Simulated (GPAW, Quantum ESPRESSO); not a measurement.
A computed N K-edge spectrum of one site in a crystal of N and Ta, with its zero at a photon energy of about 394.6 eV (raw 402.3 eV, less 7.8 eV of added terms; LDA puts this hole about 4 eV below PBE, itself good to a few eV). Method: Quantum ESPRESSO XSpectra, LDA, excited-electron core hole (neutral cell) in a small cell, dipole transitions, broadening that rises with energy, without spin-orbit coupling.

Energy from the energy zero of the input (xe0, at the border of filled and empty states); intensity scaled to a mean of 1 over the first 20 eV:

```csv
E (eV),intensity
-2.0,0.08
-1.4,0.12
-0.8,0.21
-0.2,0.61
0.4,1.77
1.0,2.22
1.6,2.10
2.2,1.53
2.8,1.48
3.4,1.40
4.0,1.28
4.6,1.57
5.2,1.63
5.8,1.35
6.4,1.08
7.0,0.97
7.6,0.96
8.2,0.92
8.8,0.96
9.4,0.99
10.0,0.94
10.6,0.84
11.2,0.75
11.8,0.71
12.4,0.72
13.0,0.72
13.6,0.69
14.2,0.65
14.8,0.61
15.4,0.59
16.0,0.57
16.6,0.55
17.2,0.53
17.8,0.51
18.4,0.50
19.0,0.50
19.6,0.50
20.2,0.52
20.8,0.53
21.4,0.55
22.0,0.56
22.6,0.57
23.2,0.58
23.8,0.59
24.4,0.59
25.0,0.59
25.6,0.60
26.2,0.60
26.8,0.60
27.4,0.60
28.0,0.60
28.6,0.60
29.2,0.60
29.8,0.59
30.4,0.58
31.0,0.57
31.6,0.56
```

Q: What surroundings does the absorber have?

A K edge sees empty p states; the first features are N p mixed into the empty d states of the Ta neighbours, and the broad ones above probably into the cations' higher empty bands. It is atom 3 of Ta2N (P-3m1), with 6 Ta at 2.18 Å (octahedral, site symmetry -3m). Its main maxima below 24 eV lie at 1.2 eV (2.25), 3.1 eV (1.53), 5.0 eV (1.67) and 9.4 eV (0.99). A near-edge spectrum doesn't fix the structure by itself; it is matched against candidates. The structure is a computed Materials Project entry and may be a hypothetical form.

[Banner, clock and machine lines of the logs are left out without a mark of their own.]

[Logs are printed without paths, hosts, clocks, repeated set-up lines and the standing remarks that a program may print on its own settings, such as how far it seeks lower states.]

[Hosts, paths, dates, database ids (printed as entryN), source tags and the programs' standing remarks are cut or masked in the printed files.]

[Lists of maxima count a maximum above −3 eV only where it reaches 4 % of the highest in the window and stands out from its surroundings by 2 % of it (1.5 % where it reaches 55 %); shoulders and weaker maxima are passed over, and of the rest the first, up to two pre-edge ones and the few strongest are named.]
